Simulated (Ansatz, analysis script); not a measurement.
# Fixed-spin-moment curve of MnSi, part 2 of 2

Aim: the energy of MnSi as its total moment is fixed at a series of values, and its answer to a field.

Ansatz 0.2.0; PBE, PAW set soft_1.

So far. Step 7 (Total moment fixed at 1.333 μB): The energy is -46.0 meV from the state without spin, and the largest site carries 0.349 μB.

The database entry behind the starting cell differs from later determinations by our own check (0.1 to 0.3 % short, probably kX units), so it need not match the best structure at ambient conditions.

### Step 8. Total moment fixed at 3.333 μB

Level of this step: Ansatz DFT, collinear, total moment fixed by two Fermi levels; PBE, PAW set soft_1; PAW set soft_1 (Ansatz).

input.yaml reads:

```yaml
crystal:
  lattice:
    - [4.548, 0.0, 0.0]
    - [0.0, 4.548, 0.0]
    - [0.0, 0.0, 4.548]
  atoms:
    - { symbol: Mn, position: [0.138, 0.138, 0.138], spin: 0.8334 }
    - { symbol: Mn, position: [0.362, 0.862, 0.638], spin: 0.8332 }
    - { symbol: Mn, position: [0.638, 0.362, 0.862], spin: 0.8332 }
    - { symbol: Mn, position: [0.862, 0.638, 0.362], spin: 0.8332 }
    - { symbol: Si, position: [0.846, 0.846, 0.846] }
    - { symbol: Si, position: [0.654, 0.154, 0.346] }
    - { symbol: Si, position: [0.346, 0.654, 0.154] }
    - { symbol: Si, position: [0.154, 0.346, 0.654] }
magnetization:
  spin_polarized: true
  initial_magnetization: 3.333
  spin_locking: { lock_magnetization: hard }
kpoints:
  mp_grid: { grid: [9, 9, 9] }
hamiltonian:
  xc: pbe
  pseudopotentials: { kind: paw, azcp: { folder: soft_1 } }
scf:
  occupations: { method: fermi_dirac, width: 0.05 }
  max_iter: 120
  convergence: { dr2_threshold: 1.0e-08 }
  lower_state_search: "off"
basis:
  ecutwfc: 420.0
```

Command:

```console
> ansatz run input.yaml --threads 1 --pin off --max-ram 2560MiB --backend cpu --events-out ev --progress --plain --runs-dir out
```

Numbers of over 12 decimals in the logs are rounded to 6 here.

The log of the run:

```text
[...]
Crystal: 8 atoms, lattice volume = 94.072 Å³
Basis set: ecut = 420 eV, 1839 PW (Γ)
Bands: 48, of which v1, the nominal top of the filled ones, is band 38 counted from 1 (37 counted from 0)
Symmetry: 3 space group operations
[...]
k-points: 125 of 729 (time reversal used)
[...]
Starting moments: Σ|m| = 3.333 μB on 4 of 8 sites
[...]
Per-site moments (μB) at R_I (Å): [(0.857656, 0.948829), (0.857642, 0.948829), (0.857642, 0.948829), (0.857642, 0.948829), (-0.038955, 0.948829), (-0.038955, 0.948829), (-0.038955, 0.948829), (-0.038955, 0.948829)]
Free energy (F): -18142.236070 eV
[...]
Internal energy: -18142.186855 eV  (E = F + TS)
E sigma→0 (E₀):  -18142.211462 eV
Entropy (-TS):   -0.049215 eV (-6.152 meV/atom)
Fermi energy:    15.582991 (↑ 15.511245, ↓ 15.654737) eV
[...]
[key lines of the parts left out:]
SCF converged after 12 iterations
Magnetization: 3.3330 μB (39.6665 up, 36.3335 down)
```

The job ended after 2.2 min (1 thread of Arm Neoverse V2, shared host; peak memory 0.87 GiB).

The energy is -216 meV from the state without spin, and the largest site carries 0.858 μB.

### Step 9. Total moment fixed at 6 μB

input.yaml, the sections that differ from step 8:

```yaml
crystal:
  lattice:
    - [4.548, 0.0, 0.0]
    - [0.0, 4.548, 0.0]
    - [0.0, 0.0, 4.548]
  atoms:
    - { symbol: Mn, position: [0.138, 0.138, 0.138], spin: 1.5 }
    - { symbol: Mn, position: [0.362, 0.862, 0.638], spin: 1.5 }
    - { symbol: Mn, position: [0.638, 0.362, 0.862], spin: 1.5 }
    - { symbol: Mn, position: [0.862, 0.638, 0.362], spin: 1.5 }
    - { symbol: Si, position: [0.846, 0.846, 0.846] }
    - { symbol: Si, position: [0.654, 0.154, 0.346] }
    - { symbol: Si, position: [0.346, 0.654, 0.154] }
    - { symbol: Si, position: [0.154, 0.346, 0.654] }
magnetization:
  spin_polarized: true
  initial_magnetization: 6.0
  spin_locking: { lock_magnetization: hard }
# kpoints, hamiltonian, scf, basis: as in step 8
```

The log of the run:

```text
[...]
Crystal: 8 atoms, lattice volume = 94.072 Å³
Basis set: ecut = 420 eV, 1839 PW (Γ)
Bands: 50, of which v1, the nominal top of the filled ones, is band 38 counted from 1 (37 counted from 0)
Symmetry: 12 space group operations
[...]
k-points: 45 of 729 (time reversal used)
[...]
Starting moments: Σ|m| = 6 μB on 4 of 8 sites
[...]
Per-site moments (μB) at R_I (Å): [(1.520707, 0.948829), (1.520707, 0.948829), (1.520707, 0.948829), (1.520707, 0.948829), (-0.061761, 0.948829), (-0.061761, 0.948829), (-0.061761, 0.948829), (-0.061761, 0.948829)]
Free energy (F): -18142.086281 eV
[...]
Internal energy: -18142.023604 eV  (E = F + TS)
E sigma→0 (E₀):  -18142.054942 eV
Entropy (-TS):   -0.062677 eV (-7.835 meV/atom)
Fermi energy:    15.757929 (↑ 15.862802, ↓ 15.653056) eV
[...]
[key lines of the parts left out:]
SCF converged after 10 iterations
Magnetization: 6.0000 μB (41.0000 up, 35.0000 down)
```

The job ended after 36 s (1 thread; peak memory 0.49 GiB).

The energy is -66.5 meV from the state without spin, and the largest site carries 1.52 μB.

5 more runs differ from these in the same keys alone and are tabled below.

### Step 10. No field, tight threshold

A field gives a second route to the same curve. A thousand tesla shift each spin by 58 meV, and the threshold is tightened so that small induced moments are resolved.

input.yaml reads:

```yaml
crystal:
  lattice:
    - [4.548, 0.0, 0.0]
    - [0.0, 4.548, 0.0]
    - [0.0, 0.0, 4.548]
  atoms:
    - { symbol: Mn, position: [0.138, 0.138, 0.138], spin: 1.0 }
    - { symbol: Mn, position: [0.362, 0.862, 0.638], spin: 1.0 }
    - { symbol: Mn, position: [0.638, 0.362, 0.862], spin: 1.0 }
    - { symbol: Mn, position: [0.862, 0.638, 0.362], spin: 1.0 }
    - { symbol: Si, position: [0.846, 0.846, 0.846] }
    - { symbol: Si, position: [0.654, 0.154, 0.346] }
    - { symbol: Si, position: [0.346, 0.654, 0.154] }
    - { symbol: Si, position: [0.154, 0.346, 0.654] }
magnetization:
  spin_polarized: true
kpoints:
  mp_grid: { grid: [9, 9, 9] }
hamiltonian:
  xc: pbe
  pseudopotentials: { kind: paw, azcp: { folder: soft_1 } }
scf:
  occupations: { method: fermi_dirac, width: 0.05 }
  max_iter: 120
  convergence: { dr2_threshold: 1.0e-10 }
  lower_state_search: "off"
basis:
  ecutwfc: 420.0
```

The log of the run:

```text
[...]
Crystal: 8 atoms, lattice volume = 94.072 Å³
Basis set: ecut = 420 eV, 1839 PW (Γ)
Bands: 48, of which v1, the nominal top of the filled ones, is band 38 counted from 1 (37 counted from 0)
Symmetry: 12 space group operations
[...]
k-points: 45 of 729 (time reversal used)
[...]
Starting moments: Σ|m| = 4 μB on 4 of 8 sites
[...]
Per-site moments (μB) at R_I (Å): [(1.002407, 0.948829), (1.002407, 0.948829), (1.002407, 0.948829), (1.002407, 0.948829), (-0.042083, 0.948829), (-0.042083, 0.948829), (-0.042083, 0.948829), (-0.042083, 0.948829)]
Free energy (F): -18142.263453 eV
[...]
Internal energy: -18142.224476 eV  (E = F + TS)
E sigma→0 (E₀):  -18142.243964 eV
Entropy (-TS):   -0.038977 eV (-4.872 meV/atom)
Fermi energy:    15.645933 eV
[...]
[key lines of the parts left out:]
SCF converged after 15 iterations
Magnetization: 3.9432 μB (39.9716 up, 36.0284 down)
```

It took 51 s on 1 thread; peak memory 0.48 GiB.

The net moment is 3.94 μB a cell.

### Step 11. Field of 1500 T

input.yaml, as its differences from that of step 10:

```diff
@@ -16,2 +16,3 @@
   spin_polarized: true
+  magnetic_field: 1500.0
 kpoints:
```

The log of the run:

```text
[...]
Crystal: 8 atoms, lattice volume = 94.072 Å³
Basis set: ecut = 420 eV, 1839 PW (Γ)
Bands: 48, of which v1, the nominal top of the filled ones, is band 38 counted from 1 (37 counted from 0)
Symmetry: 12 space group operations
[...]
k-points: 45 of 729 (time reversal used)
[...]
Starting moments: Σ|m| = 4 μB on 4 of 8 sites
[...]
Per-site moments (μB) at R_I (Å): [(1.196569, 0.948829), (1.196569, 0.948829), (1.196569, 0.948829), (1.196569, 0.948829), (-0.050365, 0.948829), (-0.050365, 0.948829), (-0.050365, 0.948829), (-0.050365, 0.948829)]
Free energy (F): -18142.619402 eV
[...]
Internal energy: -18142.561017 eV  (E = F + TS)
E sigma→0 (E₀):  -18142.590209 eV
Entropy (-TS):   -0.058385 eV (-7.298 meV/atom)
Fermi energy:    15.740446 eV
[...]
[key lines of the parts left out:]
SCF converged after 18 iterations
Magnetization: 4.7035 μB (40.3518 up, 35.6482 down)
```

It took 65 s on 1 thread; peak memory 0.48 GiB.

The net moment is 4.70 μB a cell.

2 more runs differ from these in the same keys alone and are tabled below.

### Step 12. E(M) and M(B)

Table of energy less the state without spin by total moment:

| total moment (μB/cell) | energy less the state without spin (meV/cell) |
| --- | --- |
| 0.00 | 0 |
| 0.67 | -12.1 |
| 1.33 | -46.0 |
| 2.00 | -96.7 |
| 2.67 | -158 |
| 3.33 | -216 |
| 4.00 | -243 |
| 4.67 | -194 |
| 5.33 | -134 |
| 6.00 | -66.5 |

The field that holds a moment is half the difference of the two Fermi levels over μB.

Field that holds the moment against total moment:

| total moment (μB/cell) | field that holds the moment (T) |
| --- | --- |
| 0.67 | -616 |
| 1.33 | -1116 |
| 2.00 | -1490 |
| 2.67 | -1647 |
| 3.33 | -1239 |
| 4.00 | 427 |
| 4.67 | 1491 |
| 5.33 | 1661 |
| 6.00 | 1812 |

Site moments:

| total (μB) | Mn no. 1 (μB) | Mn no. 2 (μB) | Mn no. 3 (μB) | Mn no. 4 (μB) | Si no. 5 (μB) | Si no. 6 (μB) | Si no. 7 (μB) | Si no. 8 (μB) |
| --- | --- | --- | --- | --- | --- | --- | --- | --- |
| 0.667 | 0.1748 | 0.1749 | 0.1749 | 0.1749 | -0.0088 | -0.0088 | -0.0088 | -0.0088 |
| 1.333 | 0.3489 | 0.3488 | 0.3488 | 0.3488 | -0.0174 | -0.0174 | -0.0174 | -0.0174 |
| 2 | 0.5216 | 0.5216 | 0.5216 | 0.5216 | -0.0255 | -0.0255 | -0.0255 | -0.0255 |
| 2.667 | 0.6923 | 0.6923 | 0.6923 | 0.6923 | -0.0331 | -0.0331 | -0.0331 | -0.0331 |
| 3.333 | 0.8577 | 0.8576 | 0.8576 | 0.8576 | -0.039 | -0.039 | -0.039 | -0.039 |
| 4 | 1.016 | 1.016 | 1.016 | 1.016 | -0.0424 | -0.0424 | -0.0424 | -0.0424 |
| 4.667 | 1.187 | 1.187 | 1.187 | 1.187 | -0.05 | -0.05 | -0.05 | -0.05 |
| 5.333 | 1.356 | 1.356 | 1.356 | 1.356 | -0.0566 | -0.0566 | -0.0566 | -0.0566 |
| 6 | 1.521 | 1.521 | 1.521 | 1.521 | -0.0618 | -0.0618 | -0.0618 | -0.0618 |

Table of total moment by field:

| field (T) | total moment (μB/cell) |
| --- | --- |
| 0 | 3.94 |
| 300 | 3.99 |
| 600 | 4.02 |
| 1500 | 4.70 |

Three Landau terms miss the curve as a whole or at its small-moment end, and no Stoner analysis is made here.

### Step 13. Summary of results

| Property | Result |
| --- | --- |
| state of the free run | ferromagnetic |
| net moment of the free run | 3.94 μB |
| energy of the free run from the state without spin | -244 meV a cell |
| lowest of the fixed moments tried | M = 4 μB, -243 meV |
| dM/dB between 0 and 300 T | 0.139 μB a cell per 1000 T |

**Reading.** At this level the system is magnetic: the free run keeps 1.00 μB on the largest site. No other order was typed. Among the fixed moments, E(M) falls 243 meV below the state without spin and is lowest near 4 μB on this grid. The field acts on spins alone. The 13 fixed-moment and field runs took 19 min of wall time, added up. Energies are free energies at a smearing of 0.05 eV, and with partly filled levels differences shift, at times strongly, as the smearing goes to zero. In doubt: the program's search for lower states was switched off, so a lower magnetic state than those reached may exist.

[Logs and program files are shortened in this print: banners, set-up blocks, solver, clock and traceback lines can be left out without a mark of their own.]

[Logs are printed without paths, hosts, clocks, repeated set-up lines and the standing remarks that a program may print on its own settings, such as how far it seeks lower states.]

[Hosts, paths, dates, database ids (printed as entryN), source tags and the programs' standing remarks are cut or masked in the printed files.]
